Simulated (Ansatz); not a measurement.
Rows from a G0W0 calculation on GeSO (1T monolayer (Janus)) (Ansatz 0.2.0; G0W0 on LDA, plane waves, PAW; PAW set soft_1; 9×9×1 mesh, 212 empty bands, screening to 54 eV, PAW set soft_1 files), in eV. Spin-orbit coupling is left out.

```csv
row,k,band,start,Σx,Σc at the solution,Vxc
A,Γ,c1,-5.622,-11.104,-3.028,-15.406
B,Γ,c2,-1.045,-7.678,-3.200,-12.014
C,Γ,v1,-6.086,-19.088,1.849,-17.056
```

Question: Work out each quasiparticle level and how far it moved.

The quasiparticle equation reads E = start + Σx + Σc(E) − Vxc.

```csv
row,E (eV),shift (eV)
A,-4.348,+1.274
B,0.091,+1.136
C,-6.270,−0.183
```

Limits: not at the basis limit; coarse mesh for a sheet; no spin-orbit coupling.

[Paths, hosts, dates, memory and timing lines, banners, echoed tables and standing remarks are left out of the program output.]

[Logs are printed without paths, hosts, clocks, repeated set-up lines and the standing remarks that a program may print on its own settings, such as how far it seeks lower states.]

[Runs of the session that timed out or met a known fault of the program may be left out.]

[Cells called generated may have been cut or substituted from an entry of the Crystallography Open Database or the Materials Project.]

[Hosts, paths, dates, database ids (printed as entryN), source tags and the programs' standing remarks are cut or masked in the printed files.]
